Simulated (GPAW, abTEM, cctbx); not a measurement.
# HfAl2Pt3: the scripts behind a bonding study

Short scripts, each with its output. The cell comes from substitution in a known structure type and wasn't matched to any measured phase.

## Step 1: Relax the structure

```text
cell
1.0
     0.000000000    0.000000000    3.547000000
     5.583000000    0.000000000    0.000000000
    -2.791500000    4.835019829    0.000000000
Pt Hf Al
3 1 2
Direct
0.500000000 0.000000000 0.500000000
0.500000000 0.500000000 0.500000000
0.500000000 0.500000000 0.000000000
0.000000000 0.000000000 0.000000000
0.000000000 0.666666667 0.333333333
0.000000000 0.333333333 0.666666667
```

```python
from ase.constraints import FixSymmetry
from ase.filters import FrechetCellFilter
from ase.io import read, write
from ase.optimize import BFGS
from ase.parallel import parprint
from gpaw import GPAW, PW, FermiDirac

atoms = read("start.vasp")
atoms.set_constraint(FixSymmetry(atoms))
atoms.calc = GPAW(mode=PW(570), xc="PBE", kpts={"size": (5, 4, 4), "gamma": True},
                 occupations=FermiDirac(0.1), maxiter=120, symmetry={"tolerance": 1e-5}, txt="relax.txt")
BFGS(FrechetCellFilter(atoms), maxstep=0.15).run(fmax=0.03, steps=40)
parprint("cell  %.4f %.4f %.4f  %.2f %.2f %.2f" % tuple(atoms.cell.cellpar()))
parprint("volume %.3f A^3, largest force %.3f eV/A, largest stress %.2f GPa" % (atoms.get_volume(), abs(atoms.get_forces()).max(), 160.218 * abs(atoms.get_stress()).max()))
atoms.set_constraint()
write("relaxed.vasp", atoms, direct=True)
```

```console
$ OMP_NUM_THREADS=1 mpirun -n 4 gpaw python run.py > gpaw.log
```

```text
      Step        Energy          fmax
BFGS:    0      -37.564401        3.179553
BFGS:    1      -37.720904        2.836899
BFGS:    2      -38.090971        1.842300
BFGS:    3      -38.285910        0.986456
BFGS:    4      -38.362864        1.011264
BFGS:    5      -38.405190        1.074593
BFGS:    6      -38.524256        0.984068
BFGS:    7      -38.627037        0.614906
BFGS:    8      -38.675063        0.316768
BFGS:    9      -38.684237        0.034816
BFGS:   10      -38.684487        0.003020
cell  4.0060 5.4199 5.4199  120.00 90.00 90.00
volume 101.912 A^3, largest force 0.000 eV/A, largest stress 0.03 GPa
```

Time: 87 s on 4 cores of Arm Neoverse V2 (shared host), peak memory 1.2 GiB.

## Step 2: Build the all-electron density and subtract free atoms

```text
cell
1.0
     0.000000000    0.000000000    4.006018400
     5.419893540    0.000000000    0.000000000
    -2.709946770    4.693765490    0.000000000
Pt Hf Al
3 1 2
Direct
0.500000000 0.000000000 0.500000000
0.500000000 0.500000000 0.500000000
0.500000000 0.500000000 0.000000000
0.000000000 0.000000000 0.000000000
0.000000000 0.666666670 0.333333330
0.000000000 0.333333330 0.666666670
```

```python
import numpy as np
from ase.io import read
from ase.units import Bohr
from gpaw import GPAW, PW, FermiDirac
from gpaw.calculator import GPAW as OldGPAW
from gpaw.mpi import serial_comm, world
from scipy.special import erfc
from scipy.spatial import cKDTree

atoms = read("cell.vasp")
atoms.calc = GPAW(mode=PW(450), xc="PBE", kpts={"size": (6, 5, 5), "gamma": True},
                 occupations=FermiDirac(0.1), maxiter=120, symmetry={"tolerance": 1e-5}, txt="scf.txt")
atoms.get_potential_energy()
rho = atoms.calc.get_all_electron_density(gridrefinement=2)
moments = atoms.get_magnetic_moments() if atoms.calc.get_number_of_spins() == 2 else np.zeros(len(atoms))
total = atoms.get_magnetic_moment() if moments.any() else 0.0
if world.rank == 0:
    free = OldGPAW(mode=PW(450), xc="PBE", txt=None, communicator=serial_comm)
    neutral = atoms.copy()
    neutral.set_initial_magnetic_moments(None)
    free.initialize(neutral)
    free.set_positions(neutral)
    drho = rho - free.get_all_electron_density(gridrefinement=2)
    # GPAW starts from confined atoms: exchange their smooth part for that of the datasets' free atoms
    h = np.stack(np.meshgrid(*[np.fft.fftfreq(n, 1 / n) for n in drho.shape], indexing="ij"), -1)
    gabs = np.linalg.norm(h @ atoms.cell.reciprocal(), axis=-1)
    tails = np.fft.fftn(free.get_pseudo_density(gridrefinement=2))
    g, form, v0 = np.linspace(0, gabs.max(), 1500), {}, 0
    for e in set(atoms.symbols):
        idx = atoms.symbols.search(e)
        d = free.setups[idx[0]].data
        r, w = d.rgd.r_g * Bohr, d.rgd.r_g**2 * d.rgd.dr_g
        j0 = np.sinc(2 * g[:, None] * r)
        smooth = sum(f * p**2 for f, p in zip(d.f_j, d.phit_jg)) + np.sqrt(4 * np.pi) * d.nct_g
        full = sum(f * p**2 for f, p in zip(d.f_j, d.phi_jg)) + np.sqrt(4 * np.pi) * d.nc_g
        phase = sum(np.exp(-2j * np.pi * h @ s) for s in atoms.get_scaled_positions()[idx])
        tails -= np.interp(gabs, g, j0 @ (smooth * w)) * phase * drho.size / atoms.get_volume()
        form[e] = j0 @ (full * w)
        v0 += 2 * np.pi / 3 * 14.3996 * (full * w * r**2).sum() * len(idx)  # V A^3
    tails *= 0.5 * erfc((gabs - 1.8) / 0.25)  # the tails differ at long wavelengths alone
    drho += np.fft.ifftn(tails).real  # crystal minus superposed spherical free atoms
    np.save("drho.npy", drho)
    dv = atoms.get_volume() / drho.size
    print("grid", drho.shape, " electrons %.3f" % (rho.sum() * dv), " moved by bonding %.3f e" % (abs(drho).sum() * dv / 2))
    pts = np.indices(drho.shape).reshape(3, -1).T / drho.shape @ atoms.cell
    shifts = (np.indices((3, 3, 3)).reshape(3, -1).T - 1) @ atoms.cell
    images = (atoms.positions[None] + shifts[:, None]).reshape(-1, 3)
    dist, idx = cKDTree(images).query(pts, k=4)
    out = drho.ravel()[dist[:, 0] > 0.5]
    print("deformation density beyond 0.5 A of the nuclei: max %.3f, min %.3f e/A^3" % (out.max(), out.min()))
    tie = dist < dist[:, :1] + 1e-4
    q = -np.bincount((idx % len(atoms))[tie], (drho.ravel()[:, None] / tie.sum(1, keepdims=True) * tie)[tie], len(atoms)) * dv
    print("atom        x       y       z   Voronoi charge  moment")
    for a, s, c, m in zip(atoms, atoms.get_scaled_positions(), q, moments):
        print("%-2s%-3d %7.4f %7.4f %7.4f %10.3f %10.2f" % (a.symbol, a.index + 1, *s, c, m))
    np.savez("free.npz", g=g, **form)
    print("mean inner potential of superposed free atoms %.3f V" % (v0 / atoms.get_volume()))
    print("total magnetic moment %.3f muB" % total)
```

```console
$ OMP_NUM_THREADS=1 mpirun -n 4 gpaw python run.py > gpaw.log
```

```text
grid (40, 54, 54)  electrons 332.000  moved by bonding 1.638 e
deformation density beyond 0.5 A of the nuclei: max 0.090, min -0.325 e/A^3
atom        x       y       z   Voronoi charge  moment
Pt1    0.5000  0.0000  0.5000     -0.040       0.00
Pt2    0.5000  0.5000  0.5000     -0.040       0.00
Pt3    0.5000  0.5000  0.0000     -0.040       0.00
Hf4    0.0000  0.0000  0.0000      0.371       0.00
Al5    0.0000  0.6667  0.3333     -0.125       0.00
Al6    0.0000  0.3333  0.6667     -0.125       0.00
mean inner potential of superposed free atoms 26.843 V
total magnetic moment 0.000 muB
```

Time: 14 s.

## Step 3: Fourier-transform the difference

```python
from cctbx import adptbx, crystal, miller, xray
from cctbx.eltbx import tiny_pse
import numpy as np

cs = crystal.symmetry(unit_cell=(5.4199, 5.4199, 4.006, 90, 90, 120), space_group_symbol='Hall: -P 6 2')  # P6/mmm
atoms = [  # label, site, U (iso, or U11 U22 U33 U12 U13 U23 in A^2), occupancy
    ("Pt1", (0, 0.5, 0.5), 0.0000, 1),
    ("Hf1", (0, 0, 0), 0.0000, 1),
    ("Al1", (2/3, 1/3, 0), 0.0000, 1),
]
xs = xray.structure(crystal_symmetry=cs)
for label, site, u, occ in atoms:
    u = adptbx.u_cif_as_u_star(cs.unit_cell(), u) if isinstance(u, tuple) else u
    xs.add_scatterer(xray.scatterer(label, site=site, u=u, occupancy=occ))
xs.scattering_type_registry(table="wk1995")
drho = np.load("drho.npy")
T = np.array([[0, 1, 0], [0, 0, 1], [1, 0, 0]])  # conventional axes in terms of the primitive ones
dF = np.fft.ifftn(drho) * 101.91194  # electrons a conventional cell, indexed by primitive hkl
ms = miller.build_set(cs, anomalous_flag=False, d_min=0.9).sort("resolution")
iam = ms.structure_factors_from_scatterers(xs, algorithm="direct").f_calc()
p1 = xs.expand_to_p1()
z = np.array([tiny_pse.table(sc.scattering_type).atomic_number() for sc in p1.scatterers()])
x = np.array(p1.sites_frac())
free = np.load("free.npz")
print("static structure factors of the conventional cell: F in electrons, V (Mott-Bethe) in volts")
print("   h  k  l      d  |F| table  |F| free   |F| DFT   change   |V| free  |V| DFT  change %")
for h, d, table in list(zip(ms.indices(), ms.d_spacings().data(), iam.data()))[:16]:
    df = dF[tuple(np.rint(np.linalg.solve(T, h)).astype(int))]
    phase = np.exp(2j * np.pi * x @ h)
    f = sum(np.interp(1 / d, free["g"], free[sc.scattering_type]) * p for sc, p in zip(p1.scatterers(), phase))
    fz = (z * phase).sum()
    c = 14.3996 * d * d / (np.pi * cs.unit_cell().volume())
    v0, v1 = abs(fz - f) * c, abs(fz - f - df) * c
    print("%4d%3d%3d %7.4f %9.3f %9.3f %9.3f %8.3f %9.3f %8.3f %8s" % (h + (d, abs(table), abs(f), abs(f + df), abs(f + df) - abs(f), v0, v1, "%.1f" % (100 * (v1 / v0 - 1)) if v0 > 0.02 else "-")))
```

```console
$ python run.py
```

```text
static structure factors of the conventional cell: F in electrons, V (Mott-Bethe) in volts
   h  k  l      d  |F| table  |F| free   |F| DFT   change   |V| free  |V| DFT  change %
   1  0  0  4.6938    17.399    17.362    17.558    0.196     1.623    1.429    -12.0
   0  0  1  4.0060   129.659   129.409   129.276   -0.133     4.757    4.853      2.0
   1  0  1  3.0471   122.740   122.645   122.385   -0.260     5.995    6.103      1.8
   1  1  0  2.7099    13.200    13.213    13.054   -0.159     2.242    2.294      2.3
   2  0  0  2.3469   246.701   246.486   245.896   -0.590    11.522   11.669      1.3
   1  1  1  2.2446   141.418   141.269   140.913   -0.357     7.870    7.951      1.0
   2  0  1  2.0250   138.532   138.497   137.914   -0.583     6.732    6.840      1.6
   0  0  2  2.0030   261.504   261.199   260.126   -1.073    12.775   12.969      1.5
   1  0  2  1.8423    12.895    12.954    12.581   -0.373     0.923    0.980      6.2
   2  1  0  1.7741    12.703    12.754    12.685   -0.069     0.884    0.894      1.1
   2  1  1  1.6221   103.776   103.598   103.602    0.005     3.953    3.952     -0.0
   1  1  2  1.6108    11.038    10.950    11.010    0.060     1.056    1.049     -0.7
   3  0  0  1.5646    10.872    10.787    10.915    0.128     1.014    1.000     -1.4
   2  0  2  1.5236   214.511   214.207   214.168   -0.039     8.226    8.230      0.0
   3  0  1  1.4574   121.627   121.414   121.439    0.025     5.214    5.212     -0.0
   2  2  0  1.3550   225.430   225.144   225.282    0.138     8.823    8.812     -0.1
```

Time: 0.2 s on 1 core of Arm Neoverse V2 (shared host), peak memory 0.08 GiB.

## Step 4: Rock the beam across one reflection

```python
import abtem
import numpy as np
from ase.build import make_supercell
from ase.io import read

abtem.config.set({"dask.lazy": False, "fft": "fftw", "diagnostics.progress_bar": False})
M = [[0, 0, -1], [0, 2, 1], [1, 0, 0]]  # rows: x, y and beam direction in the primitive cell's axes
unit = make_supercell(read("cell.vasp"), M)
unit.set_cell(list(unit.cell.lengths()) + [90, 90, 90], scale_atoms=True)
unit.positions[:, 2] += 1.0015  # keeps atomic planes off the slice boundaries
unit.wrap()
slab = unit * (1, 1, 124)
print(slab.get_chemical_formula(), "| box %.2f x %.2f x %.2f A" % tuple(slab.cell.lengths()))

# change of the potential by bonding, from the DFT deformation density (Poisson's equation term by term)
drho = np.load("drho.npy")
prim = read("cell.vasp")
h = np.stack(np.meshgrid(*[np.fft.fftfreq(n, 1 / n) for n in drho.shape], indexing="ij"), -1).reshape(-1, 3).astype(int)
g2 = ((h @ prim.cell.reciprocal()) ** 2).sum(1)
keep = (g2 > 0) & (g2 < 2.5**2)
shape = (121, 209, 24)
vg = np.zeros(shape, complex)
hm = h[keep] @ np.array(M).T
move = np.exp(-2j * np.pi * hm[:, 2] * (1.0015 / unit.cell[2, 2] - 0.5 / shape[2]))  # the same shift, sampled at mid-points
vg[tuple(hm.T % np.array(shape)[:, None])] = -14.3996 / np.pi * (np.fft.fftn(drho).ravel() / drho.size)[keep] / g2[keep] * move
dV = np.fft.ifftn(vg).real * vg.size
dV = dV.reshape(121, 209, 2, 12).mean(3) * unit.cell[2, 2] / 2  # V A, projected in each slice
dV = np.tile(dV.transpose(2, 0, 1), (124, 1, 1))


def build(atoms):
    p = abtem.Potential(atoms, gpts=(121, 209), slice_thickness=[slab.cell[2, 2] / 248] * 248,
                        parametrization="lobato", projection="infinite", exit_planes=62).build()
    p.array[:] += BONDING * dV
    return p


def potentials():
    yield build(slab)  # atoms at rest


for label, BONDING in (("IAM", 0.0), ("DFT", 1.0)):
    print("=====", label)
    potential = build(slab)
    print("grid", potential.gpts, "slices", potential.num_slices)
    thickness = potential.exit_thicknesses
    h = np.array(M) @ np.linalg.solve(np.array([[0, 1, 0], [0, 0, 1], [1, 0, 0]]), [2, 0, 0])
    ix, iy = round(h[0]) * 1, round(h[1]) * 1
    gxy = h[:2] / unit.cell.lengths()[:2]
    along = gxy / np.hypot(*gxy)
    across = np.array([-along[1], along[0]])
    bragg = 500 * abtem.PlaneWave(energy=300000).wavelength * np.hypot(*gxy)
    print("Bragg angle %.3f mrad; beam tilted 37 mrad off the zone axis across the row" % bragg)
    print("dark-field intensity of 2 0 0 against tilt along the row, in Bragg angles")
    print("  t (A)" + "".join("%8.2f" % s for s in [0.2, 0.4, 0.6, 0.8, 1.0, 1.2, 1.4, 1.6, 1.8, 2.0, 2.2, 2.4, 2.6]))
    rows = []
    row = [(n * ix, n * iy) for n in range(-8, 9)]
    for s in [0.2, 0.4, 0.6, 0.8, 1.0, 1.2, 1.4, 1.6, 1.8, 2.0, 2.2, 2.4, 2.6]:
        tilt = -s * bragg * along + 37 * across
        dp = abtem.PlaneWave(energy=300000, tilt=tuple(tilt)).multislice(potential).diffraction_patterns(max_angle="valid").array
        rows.append(dp[:, dp.shape[1] // 2 + ix, dp.shape[2] // 2 + iy])
        if s == 1.0:
            cx, cy = dp.shape[1] // 2, dp.shape[2] // 2
            share = sum(dp[:, cx + i, cy + j] for i, j in row if abs(i) < cx and abs(j) < cy) / dp.sum(axis=(1, 2))
            total = dp.sum(axis=(1, 2))
    for t, a in list(zip(thickness, np.array(rows).T))[1:]:
        print("%7.1f" % t + "".join("%8.4f" % v for v in a))
    print("at the Bragg tilt, share in the row:", share[1:].round(3).tolist(), "total:", total[1:].round(3).tolist())
```

```console
$ python run.py
```

```text
Al496Hf248Pt744 | box 5.42 x 9.39 x 496.75 A
===== IAM
grid (121, 209) slices 248
Bragg angle 4.194 mrad; beam tilted 37 mrad off the zone axis across the row
dark-field intensity of 2 0 0 against tilt along the row, in Bragg angles
  t (A)    0.20    0.40    0.60    0.80    1.00    1.20    1.40    1.60    1.80    2.00    2.20    2.40    2.60
  124.2  0.1653  0.1818  0.1959  0.2063  0.2106  0.2067  0.1968  0.1830  0.1668  0.1492  0.1300  0.1114  0.0947
  248.4  0.1075  0.1249  0.1485  0.1973  0.2329  0.1970  0.1490  0.1266  0.1105  0.0677  0.0246  0.0133  0.0142
  372.6  0.0818  0.0539  0.0191  0.0366  0.0832  0.0367  0.0186  0.0527  0.0809  0.0421  0.0544  0.0757  0.0115
  496.7  0.0853  0.1445  0.0952  0.1286  0.0693  0.1275  0.0937  0.1443  0.0875  0.0624  0.0088  0.0056  0.0464
at the Bragg tilt, share in the row: [0.5479999780654907, 0.3610000014305115, 0.29499998688697815, 0.29899999499320984] total: [0.9950000047683716, 0.9909999966621399, 0.9829999804496765, 0.9729999899864197]
===== DFT
grid (121, 209) slices 248
Bragg angle 4.194 mrad; beam tilted 37 mrad off the zone axis across the row
dark-field intensity of 2 0 0 against tilt along the row, in Bragg angles
  t (A)    0.20    0.40    0.60    0.80    1.00    1.20    1.40    1.60    1.80    2.00    2.20    2.40    2.60
  124.2  0.1691  0.1861  0.2008  0.2117  0.2162  0.2121  0.2017  0.1873  0.1705  0.1524  0.1327  0.1139  0.0969
  248.4  0.1109  0.1278  0.1512  0.2006  0.2365  0.2003  0.1516  0.1295  0.1140  0.0704  0.0265  0.0157  0.0167
  372.6  0.0838  0.0588  0.0249  0.0383  0.0802  0.0384  0.0244  0.0577  0.0827  0.0420  0.0579  0.0823  0.0134
  496.7  0.0918  0.1558  0.1094  0.1375  0.0723  0.1364  0.1078  0.1554  0.0941  0.0660  0.0105  0.0064  0.0456
at the Bragg tilt, share in the row: [0.5529999732971191, 0.36899998784065247, 0.3019999861717224, 0.3009999990463257] total: [0.9940000176429749, 0.9909999966621399, 0.9829999804496765, 0.9729999899864197]
```

Time: 18 s.

[Outputs are excerpts: Python notices, other lines and further rows are left out; steps that failed or that the build refused (PBEsol, TPSS) are not shown.]

[Logs are printed without paths, hosts, clocks, repeated set-up lines and the standing remarks that a program may print on its own settings, such as how far it seeks lower states.]
